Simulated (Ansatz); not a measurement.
# Direct or indirect: Te (P3_121)

```yaml
crystal:
  lattice:
    - [4.45400, 0.00000, 0.00000]
    - [-2.22700, 3.85728, 0.00000]
    - [0.00000, 0.00000, 5.92400]
  atoms:
    - { symbol: Te, position: [0.73100, 0.73100, 0.00000] }
    - { symbol: Te, position: [0.00000, 0.26900, 0.66667] }
    - { symbol: Te, position: [0.26900, 0.00000, 0.33333] }
```

Method: Ansatz, PBE, independent particles, without spin-orbit coupling, line width 0.1 eV (Gaussian). The band structure gives a fundamental gap of 0.19 eV. The spectrum of vertical transitions near the edge:

| E (eV) | Im ε, E ∥ xy | Im ε, E ∥ z |
| --- | --- | --- |
| 0.00 | 0.00 | 0.00 |
| 0.12 | 0.77 | 0.04 |
| 0.24 | 3.48 | 0.39 |
| 0.36 | 5.29 | 1.47 |
| 0.48 | 6.86 | 3.78 |
| 0.60 | 10.29 | 9.65 |
| 0.72 | 17.81 | 27.90 |
| 0.84 | 27.80 | 64.88 |
| 0.96 | 30.72 | 91.25 |
| 1.08 | 23.92 | 70.53 |
| 1.20 | 23.21 | 63.55 |
| 1.32 | 31.63 | 77.68 |
| 1.44 | 54.71 | 99.20 |
| 1.56 | 81.98 | 107.11 |

Is the gap direct or indirect, and about where do vertical transitions set in?

Direct: the band path has its least direct gap at the fundamental one, 0.19 eV, and the curves rise from there. Lines are broadened by 0.1 eV, which spreads the edge.

[Logs are printed without paths, hosts, clocks, repeated set-up lines and the standing remarks that a program may print on its own settings, such as how far it seeks lower states.]
